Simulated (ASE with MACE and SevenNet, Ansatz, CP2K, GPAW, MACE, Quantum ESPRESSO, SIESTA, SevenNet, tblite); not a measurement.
# Machine-learned potentials on H-capped AlP nanocrystal (rod) (34 atoms): settings against a plane-wave reference

How do the settings of machine-learned potentials change the result for H-capped AlP nanocrystal (rod) (34 atoms)? A plane-wave run serves as the yardstick.

Method: the method is named at each step, in ASE with MACE and SevenNet.

## (1) The structure

The cell holds 34 atoms: 6 P, 6 Al and 22 H. Cell: a = 15.829 Å, b = 15.829 Å, c = 21.292 Å, α = 90.0°, β = 90.0°, γ = 90.0°. It derives from AlP (zinc-blende). Rod of size parameter 3.1 Å cut from zinc-blende AlP (a = 5.463 Å), atoms with fewer than two neighbours dropped, broken bonds capped with H, 10 Å of vacuum. Then every atom was moved at random, 0.03 Å r.m.s. a Cartesian component (hydrogen 0.6 of that). Regions: crystal, 12 atoms (6 P and 6 Al); hydrogen, 22 atoms (22 H). Vacuum lies along a, b and c.

The yardstick, on the same geometry:

| Item | Value |
| --- | --- |
| method | Kohn-Sham DFT, PBE, PAW, plane waves (Ansatz 0.2.0); cutoff 420 eV, Γ point, fermi-dirac smearing of 0.05 eV; PAW set soft_2 |
| r.m.s. force component | 0.849 eV/Å |
| longest force | 3.836 eV/Å |
| gap (highest filled to lowest empty level) | 3.074 eV |
| SCF cycles | 8 |
| time | 6.5 s on 8 threads of Arm Neoverse V2, shared host |
| CPU time | 43 s |

## (2) MACE MP-0b2 small potential

Method: machine-learned interatomic potential MACE MP-0b2 small, trained on PBE(+U) plane-wave data.

File run.py:

```python
import numpy as np
from ase.io import read
import mlip  # loads the published weights by name

atoms = read("structure.xyz")
atoms.calc = mlip.calc("mace-mp-0b2-small")
energy = atoms.get_potential_energy()
forces = atoms.get_forces()
print(f"energy {energy:.6f} eV")
print("forces (eV/A)")
for i, (a, f) in enumerate(zip(atoms, forces)):
    print(f"{i:4d} {a.symbol:2s} {f[0]:10.5f} {f[1]:10.5f} {f[2]:10.5f}")
```

File structure.xyz:

```xyz
34
Lattice="15.82930 0.00000 0.00000 0.00000 15.82930 0.00000 0.00000 0.00000 21.29230" Properties=species:S:1:pos:R:3 pbc="T T T"
P 5.82297 8.55574 8.60550
P 5.83721 8.54909 14.06655
P 8.51015 5.83705 8.65426
P 8.50524 5.83658 13.98798
P 8.49099 8.53231 5.78938
Al 7.17051 9.89300 7.26557
Al 9.93922 7.16656 7.24109
Al 7.19315 7.22703 9.95436
P 8.54576 8.53168 11.26895
Al 7.20835 9.86672 12.57097
Al 9.93890 7.21784 12.68063
Al 7.22497 7.14424 15.40349
H 4.96660 9.36446 9.39842
H 5.02232 7.71409 7.76019
H 4.94666 7.75018 13.19952
H 5.06886 9.32726 14.81965
H 7.75952 5.01377 7.75615
H 9.34103 4.95790 9.35605
H 9.40672 5.00649 14.84669
H 7.71346 4.99035 13.18419
H 7.73309 7.77852 5.04223
H 9.35654 9.36636 4.99517
H 8.11679 10.84766 8.09831
H 6.23579 10.82708 6.30359
H 10.82487 8.11473 8.13430
H 10.78482 6.27774 6.32701
H 6.24260 6.27695 10.87632
H 9.32124 9.39295 10.45324
H 8.11236 10.85510 13.56618
H 6.29800 10.85653 11.73121
H 10.88613 6.27078 11.74909
H 10.81743 8.05854 13.59045
H 6.30354 6.29056 16.28073
H 8.11426 8.09210 16.26157
```

Launch:

```sh
$ OMP_NUM_THREADS=1 python run.py > output.txt
```

Output:

```text
energy -126.848796 eV
forces (eV/A)
   0 P    -0.39586   -0.39130   -0.07381
   1 P     0.66206   -1.73358   -2.28443
   2 P    -0.15882    0.08278   -0.81295
   3 P     1.24814   -1.10817    0.63031
   4 P     2.31476    1.89740    2.14204
   5 Al    0.11979    0.82773   -0.78994
   6 Al   -0.49245    0.63665    0.06637
   7 Al   -0.34156   -0.19542    0.42639
   8 P     0.46170    0.00125   -0.36214
   9 Al    0.05772    1.10180    1.16772
  10 Al    0.28215   -0.77600   -0.72066
  11 Al   -0.01174    0.56160    0.28948
  12 H    -0.26963   -0.02151    0.09930
  13 H    -0.06115    0.05709    0.15593
  14 H     0.44584    0.46454    0.60100
  15 H    -1.59727    1.43714    1.35110
  16 H    -0.09190   -0.05924    0.03981
  17 H     0.34697   -0.48567    0.42680
  18 H    -0.83934    0.48349   -0.83547
  19 H    -0.13091   -0.31180   -0.17128
  20 H    -1.88395   -1.94016   -2.10549
  21 H    -0.23962   -0.22739   -0.06755
  22 H     0.60444    0.18024    0.52680
  23 H    -0.32974   -0.14254   -0.22578
  24 H     0.22166    0.53244    0.45265
  25 H     0.51499   -0.93675   -0.85788
  26 H    -0.27650   -0.22877    0.07659
  27 H     0.17341    0.06327   -0.19439
  28 H     0.12904   -0.35848    0.04453
  29 H    -0.74103    0.20834   -0.62717
  30 H    -0.04788   -0.33165   -0.25830
  31 H     0.58784    1.02274    1.03020
  32 H    -0.94308   -0.95116    0.55559
  33 H     0.68191    0.64112    0.30460
```

Elapsed: 7.9 s, on 1 thread of Arm Neoverse V2, shared host; peak memory 0.65 GiB.

Banners, paths, timers and routine set-up lines are dropped from the logs unmarked, and long logs keep their key lines alone; longer cuts are marked.

Against the reference:

```yaml
r_m_s_force_component: 0.7988 eV/Å
r_m_s_difference_of_force_components: 343.9 meV/Å
longest_difference_of_force_vectors: 1184 meV/Å
force_difference_over_r_m_s_force: 40.51 %
slope_of_forces_against_the_reference_s: 0.8606
correlation_of_force_components: 0.9147
```

Length of the force difference by element (eV/Å):

```
element  atoms  mean  most
     Al      6  0.91   1.2
      H     22  0.41  0.63
      P      6  0.67  0.87
```

Local excerpt of 9 atoms (numbers count through the whole input) about P5, which bears the longest force; x, y, z are measured from there.

```
atom      x      y      z  distance (Å)  bonds     Fx     Fy  Fz (eV/Å)
  P5   0.00   0.00   0.00          0.00      4   2.31   1.90       2.14
 H21  -0.76  -0.75  -0.75          1.30      1  -1.88  -1.94      -2.11
 H22   0.87   0.83  -0.79          1.44      1  -0.24  -0.23      -0.07
 Al6  -1.32   1.36   1.48          2.40      4   0.12   0.83      -0.79
 Al7   1.45  -1.37   1.45          2.46      4  -0.49   0.64       0.07
 H24  -2.26   2.29   0.51          3.26      1  -0.33  -0.14      -0.23
 H26   2.29  -2.25   0.54          3.26      1   0.51  -0.94      -0.86
 H23  -0.37   2.32   2.31          3.29      1   0.60   0.18       0.53
 H25   2.33  -0.42   2.34          3.33      1   0.22   0.53       0.45
```

Atoms are counted from 1 here, from 0 in the log.

Forces lie 41 % from the reference's, at 0.13 times its CPU time (on 1 against 8 cores).

## (3) SevenNet l3i5 potential

Method: machine-learned interatomic potential SevenNet l3i5, trained on PBE(+U) plane-wave data.

run.py: that of step 2 with these lines changed.

```diff
@@ -5,3 +5,3 @@
 atoms = read("structure.xyz")
-atoms.calc = mlip.calc("mace-mp-0b2-small")
+atoms.calc = mlip.calc("7net-l3i5")
 energy = atoms.get_potential_energy()
```

structure.xyz is that of step 2.

Output:

```text
energy -126.571487 eV
forces (eV/A)
   0 P    -0.11970   -0.46494   -0.47553
   1 P     0.86072   -2.04666   -2.29940
   2 P    -0.17165    0.15560   -1.11295
   3 P     0.80766   -0.47003    0.41714
   4 P     1.86492    1.45675    2.15449
   5 Al   -0.17446    0.66806   -0.73598
   6 Al   -0.63138    0.58477    0.27050
   7 Al   -0.63240   -0.63890    0.56311
   8 P     0.26126   -0.10125   -0.00594
   9 Al    0.27359    1.09387    0.90988
  10 Al    0.01247   -1.00406   -1.09321
  11 Al    0.05186    0.30996   -0.32497
  12 H    -0.19927   -0.07790   -0.08710
  13 H    -0.06667    0.39636    0.46160
  14 H     0.40075    0.78259    0.87774
  15 H    -1.44600    1.17325    1.06435
  16 H     0.23286   -0.04869    0.43620
  17 H     0.14019   -0.38934    0.19923
  18 H    -0.88484    0.41597   -0.85760
  19 H     0.16124   -0.31873    0.13729
  20 H    -1.27933   -1.28382   -1.95369
  21 H    -0.52790   -0.43557   -0.02834
  22 H     0.49854    0.20028    0.51893
  23 H    -0.17279   -0.08061   -0.14474
  24 H     0.25875    0.57258    0.55086
  25 H     0.66588   -1.03688   -1.01098
  26 H    -0.02089    0.03522    0.21970
  27 H     0.13484    0.12854   -0.06416
  28 H    -0.09050   -0.37061   -0.09480
  29 H    -0.51309    0.15049   -0.57786
  30 H    -0.15014   -0.11558   -0.18414
  31 H     0.75434    1.00539    1.09419
  32 H    -1.02361   -0.97400    0.74101
  33 H     0.72475    0.72789    0.43518
```

Wall time 7.4 s (1 thread); peak memory 0.63 GiB.

Numbers from this run, and their distance from the reference:

| Quantity | Value |
| --- | --- |
| r.m.s. force component | 0.7579 eV/Å |
| r.m.s. difference of force components | 315.7 meV/Å |
| longest difference of force vectors | 1258 meV/Å |
| force difference over r.m.s. force | 37.18 % |
| slope of forces against the reference's | 0.8293 |
| correlation of force components | 0.929 |

Against the first run (41 %), the force difference from the reference is 37 %, at 1.2 times the CPU time.

The difference per atom is largest on Al (1.0 eV/Å on average, against 0.39 on P).

## (4) SevenNet 0 potential

Method: machine-learned interatomic potential SevenNet 0, trained on PBE(+U) plane-wave data.

run.py: that of step 3 with these lines changed.

```diff
@@ -5,3 +5,3 @@
 atoms = read("structure.xyz")
-atoms.calc = mlip.calc("7net-l3i5")
+atoms.calc = mlip.calc("7net-0")
 energy = atoms.get_potential_energy()
```

structure.xyz is that of step 3.

Output:

```text
energy -126.919357 eV
forces (eV/A)
   0 P     0.02960   -0.37817   -0.06441
   1 P     1.01380   -2.13434   -2.50502
   2 P    -0.15418    0.32860   -0.77780
   3 P     1.01369   -0.31391    0.49376
   4 P     2.36090    1.99444    2.54075
   5 Al   -0.15642    1.18705   -1.01038
   6 Al   -0.19966    0.54628    0.05698
   7 Al   -0.87313   -0.87864    0.46674
   8 P     0.19527   -0.20132    0.00789
   9 Al    0.09527    1.67441    1.21461
  10 Al    0.46830   -1.01060   -0.98596
  11 Al   -0.14350    0.48545    0.17750
  12 H    -0.17245   -0.05999   -0.02095
  13 H    -0.04220    0.21927    0.25525
  14 H     0.58446    0.64846    0.80257
  15 H    -1.60395    1.43224    1.35004
  16 H     0.05835   -0.00545    0.21195
  17 H     0.22114   -0.37862    0.31811
  18 H    -0.74123    0.34985   -0.69450
  19 H    -0.08522   -0.33369   -0.08077
  20 H    -1.83470   -1.85516   -2.14036
  21 H    -0.39756   -0.34290    0.00109
  22 H     0.09172   -0.23110    0.19253
  23 H     0.24298   -0.44604    0.34352
  24 H    -0.09809    0.13609    0.15356
  25 H     0.32037   -0.54984   -0.46772
  26 H     0.50094    0.53711   -0.23434
  27 H     0.07930    0.02333   -0.16412
  28 H    -0.37341   -0.77438   -0.55858
  29 H    -0.01385   -0.34363   -0.17112
  30 H    -0.50398    0.34424    0.22668
  31 H     0.27481    0.64022    0.60695
  32 H    -0.51964   -0.56365    0.37046
  33 H     0.36225    0.25440    0.08508
```

The job ended after 6.6 s (1 thread; peak memory 0.54 GiB).

Against the reference:

```yaml
r_m_s_force_component: 0.8165 eV/Å
r_m_s_difference_of_force_components: 232.1 meV/Å
longest_difference_of_force_vectors: 779.7 meV/Å
force_difference_over_r_m_s_force: 27.34 %
slope_of_forces_against_the_reference_s: 0.9252
correlation_of_force_components: 0.9619
```

Against the first run (41 %), the force difference from the reference is 27 %, at 1.1 times the CPU time.

## (5) Relaxation (SevenNet 0 potential)

Method: machine-learned interatomic potential SevenNet 0, trained on PBE(+U) plane-wave data.

File run.py:

```python
import numpy as np
from ase.io import read
from ase.optimize import LBFGS
import mlip  # loads the published weights by name

atoms = read("structure.xyz")
atoms.calc = mlip.calc("7net-0")
opt = LBFGS(atoms, trajectory="path.traj")
done = opt.run(fmax=0.05, steps=300)
print("converged" if done else "step limit reached")
```

structure.xyz is that of step 4.

Launch:

```sh
$ OMP_NUM_THREADS=2 python run.py > output.txt
```

Output:

```text
Step          Energy          fmax
LBFGS:    0     -126.919357        4.000884
LBFGS:    1     -127.529015        1.441442
LBFGS:    2     -127.699409        0.737027
LBFGS:    3     -127.776260        0.490114
LBFGS:    4     -127.843903        0.618023
LBFGS:    5     -127.940598        0.705412
LBFGS:    6     -128.002914        0.483362
LBFGS:    7     -128.034546        0.329414
LBFGS:    8     -128.051941        0.239911
LBFGS:    9     -128.061035        0.197290
LBFGS:   10     -128.067261        0.160844
LBFGS:   11     -128.072357        0.124049
LBFGS:   12     -128.076019        0.102334
LBFGS:   13     -128.078918        0.098171
LBFGS:   14     -128.081757        0.136029
LBFGS:   15     -128.085144        0.169737
LBFGS:   16     -128.089310        0.174300
LBFGS:   17     -128.093567        0.135959
LBFGS:   18     -128.096527        0.132362
LBFGS:   19     -128.098099        0.085447
LBFGS:   20     -128.099197        0.065270
LBFGS:   21     -128.100433        0.076641
LBFGS:   22     -128.101807        0.085974
LBFGS:   23     -128.102951        0.081264
[...]
LBFGS:   27     -128.106842        0.112114
LBFGS:   28     -128.108200        0.108231
LBFGS:   29     -128.109344        0.086515
LBFGS:   30     -128.110245        0.085256
LBFGS:   31     -128.111221        0.099351
LBFGS:   32     -128.112244        0.095678
LBFGS:   33     -128.113113        0.061143
LBFGS:   34     -128.113739        0.046035
converged
```

Run time: 11 s. Hardware: 2 threads; peak memory 0.6 GiB.

Step by step (22 of 35):

```
step  energy less that of the first step (eV)  largest force (eV/Å)
   0                                   0.0000                4.0009
   2                                  -0.7801                0.7370
   3                                  -0.8569                0.4901
   5                                  -1.0212                0.7054
   6                                  -1.0836                0.4834
   8                                  -1.1326                0.2399
  10                                  -1.1479                0.1608
  11                                  -1.1530                0.1240
  13                                  -1.1596                0.0982
  15                                  -1.1658                0.1697
  16                                  -1.1700                0.1743
  18                                  -1.1772                0.1324
  19                                  -1.1787                0.0854
  21                                  -1.1811                0.0766
  23                                  -1.1836                0.0813
  24                                  -1.1844                0.0674
  26                                  -1.1861                0.0863
  28                                  -1.1888                0.1082
  29                                  -1.1900                0.0865
  31                                  -1.1919                0.0994
  32                                  -1.1929                0.0957
  34                                  -1.1944                0.0460
```

The atoms that moved most (Å):

```
atom      dx      dy      dz  length
 H19  -0.125  -0.135  -0.118   0.218
 H27   0.086   0.046   0.185   0.210
 Al6   0.015   0.192  -0.049   0.199
 H28  -0.035  -0.133  -0.137   0.194
 H31  -0.104  -0.005  -0.158   0.189
 H30  -0.040  -0.104  -0.142   0.180
Al12  -0.038   0.022   0.175   0.180
 H16  -0.163  -0.041  -0.061   0.179
```

The relaxed structure:

```xyz
34
Lattice="15.8293 0.0000 0.0000 0.0000 15.8293 0.0000 0.0000 0.0000 21.2923" Properties=species:S:1:pos:R:3
P     5.8497    8.5616    8.5865
P     5.9046    8.5606   14.0331
P     8.5443    5.8505    8.5821
P     8.5670    5.8893   14.0186
P     8.5559    8.5692    5.9176
Al    7.1856   10.0852    7.2162
Al   10.0698    7.1973    7.2134
Al    7.1339    7.1330    9.9754
P     8.5279    8.5185   11.2707
Al    7.2193   10.0258   12.5965
Al   10.0325    7.2152   12.5980
Al    7.1868    7.1659   15.5781
H     4.9527    9.2959    9.4169
H     4.9357    7.8053    7.7923
H     5.0779    7.7201   13.2349
H     4.9061    9.2863   14.7588
H     7.7754    4.9448    7.7909
H     9.2823    4.9511    9.4063
H     9.2820    4.8719   14.7283
H     7.7150    5.0799   13.2142
H     7.7410    7.7475    5.0812
H     9.2905    9.3037    4.9315
H     8.1293   10.8453    8.2305
H     6.2127   10.8589    6.2363
H    10.8151    8.1475    8.2316
H    10.8535    6.2303    6.2374
H     6.3289    6.3233   11.0616
H     9.2859    9.2603   10.3161
H     8.1793   10.8453   13.5419
H     6.2576   10.7524   11.5896
H    10.7817    6.2660   11.5915
H    10.8326    8.1833   13.5500
H     6.1916    6.1755   16.3073
H     8.1564    8.1222   16.3831
```

From the first step to the last the energy fell by 1.194 eV, and the largest move was 0.22 Å (H19).

## (6) Local order at the end (SevenNet 0 potential)

Normalised to the volume that the atoms fill. Pair distribution functions g(r), in bins of 0.2 Å:

```
r (Å)  total   H-H   H-Al    H-P  Al-Al   Al-P    P-P
 1.40   3.19  0.00   0.00  13.95   0.00   0.00   0.00
 1.60   2.60  0.00  11.40   0.00   0.00   0.00   0.00
 1.80   0.00  0.00   0.00   0.00   0.00   0.00   0.00
 2.00   0.00  0.00   0.00   0.00   0.00   0.00   0.00
 2.20   0.60  1.44   0.00   0.00   0.00   0.00   0.00
 2.40   1.31  0.00   0.00   0.00   0.00  21.10   0.00
 2.60   0.00  0.00   0.00   0.00   0.00   0.00   0.00
 2.80   0.68  1.61   0.00   0.00   0.00   0.00   0.00
 3.00   0.20  0.32   0.28   0.00   0.00   0.00   0.00
 3.20   2.09  0.00   5.49   3.65   0.00   0.00   0.00
 3.40   0.42  0.00   0.00   1.85   0.00   0.00   0.00
 3.60   0.62  1.48   0.00   0.00   0.00   0.00   0.00
 3.80   1.79  2.45   0.69   1.26   0.00   0.00  10.43
 4.00   0.77  0.27   0.64   1.27   7.11   0.00   0.00
 4.20   0.64  0.24   1.31   0.74   2.22   0.00   0.00
 4.40   0.57  0.85   0.41   0.00   0.00   1.89   0.00
 4.60   0.37  0.00   0.62   0.13   0.00   3.16   0.00
 4.80   0.13  0.00   0.00   0.45   0.00   0.42   0.00
 5.00   0.58  0.23   0.31   1.82   0.00   0.00   0.00
 5.20   0.26  0.26   0.56   0.10   0.00   0.00   0.00
 5.40   0.77  1.11   0.88   0.00   1.30   0.00   1.94
 5.60   0.15  0.22   0.16   0.00   0.59   0.00   0.00
 5.80   0.19  0.34   0.23   0.00   0.00   0.00   0.00
 6.00   0.43  0.20   0.51   0.86   0.00   0.54   0.00
 6.20   0.27  0.47   0.00   0.33   0.00   0.00   0.00
 6.40   0.24  0.21   0.44   0.25   0.00   0.00   0.00
 6.60   0.23  0.35   0.06   0.18   0.00   0.00   0.86
 6.80   0.14  0.03   0.33   0.11   0.83   0.00   0.00
```

Bonds by pair of elements; cutoffs follow the first minimum of g(r), held within bounds set by covalent radii, and pairs that aren't listed don't count as bonded:

```
pair A-B  cutoff (Å)  bonds  mean length (Å)  spread (Å)  shortest (Å)  B about A  A about B
    H-Al        1.98     11             1.58       0.004          1.57        0.5       1.83
     H-P        1.73     11             1.43       0.003          1.42        0.5       1.83
    Al-P        2.88     13             2.41       0.033          2.35       2.17       2.17
```

How many atoms have how many bonded neighbours:

```
element  mean   1  4
     Al     4   0  6
      H     1  22  0
      P     4   0  6
```

## (7) The ladder

Differences are against the plane-wave reference, forces as r.m.s. over components; share is that over the reference's r.m.s. force, slope the least-squares factor from reference forces to these. Total energies of different programs have different zeros and aren't compared.

```
                        run  Δ force, r.m.s. (meV/Å)  share (%)  slope  cores  CPU time  memory (GiB)
                  reference                        -          -      -      8      43 s           2.6
MACE MP-0b2 small potential                      344       40.5  0.861      1     5.8 s          0.65
    SevenNet l3i5 potential                      316       37.2  0.829      1     6.9 s          0.63
       SevenNet 0 potential                      232       27.3  0.925      1     6.1 s          0.54
```

Times of the machine-learned potentials are mostly Python's start and the loading of weights.

CPU time is summed over cores on a shared host, where runs went side by side, so it is rough. Symmetry, cutoffs, thresholds, outputs and thread counts weren't matched or tuned between programs; memory under MPI is the largest rank's times the ranks.

## (8) Results

```yaml
nearest_in_forces: SevenNet 0 potential, 27 %
its_cpu_time: 6.1 s
energy_change_in_the_relaxation_sevennet_0_potential: -35.13 meV/atom
r_m_s_displacement_sevennet_0_potential: 0.1341 Å
```

In words: Machine-learned potentials differ by 27 % (SevenNet 0 potential) to 41 % (MACE MP-0b2 small potential); they were trained on other programs' data. Among those trained on PBE data the slope goes as low as 0.83: softened forces are a known trait of such potentials far from the near-equilibrium structures that fill their training sets. The relaxation (SevenNet 0 potential): from the first step to the last the energy fell by 1.194 eV, and the largest move was 0.22 Å (H19). Caps of real hydrogen don't mimic the fractional bonds of a polar compound, so surface states and strained caps may belong to the model.

[Also dropped from logs without a mark: logging warnings of Python, and SIESTA's first energy breakdown and zero terms.]

[Logs are printed without paths, hosts, clocks, repeated set-up lines and the standing remarks that a program may print on its own settings, such as how far it seeks lower states.]

[Hosts, paths, dates, database ids (printed as entryN), source tags and the programs' standing remarks are cut or masked in the printed files.]
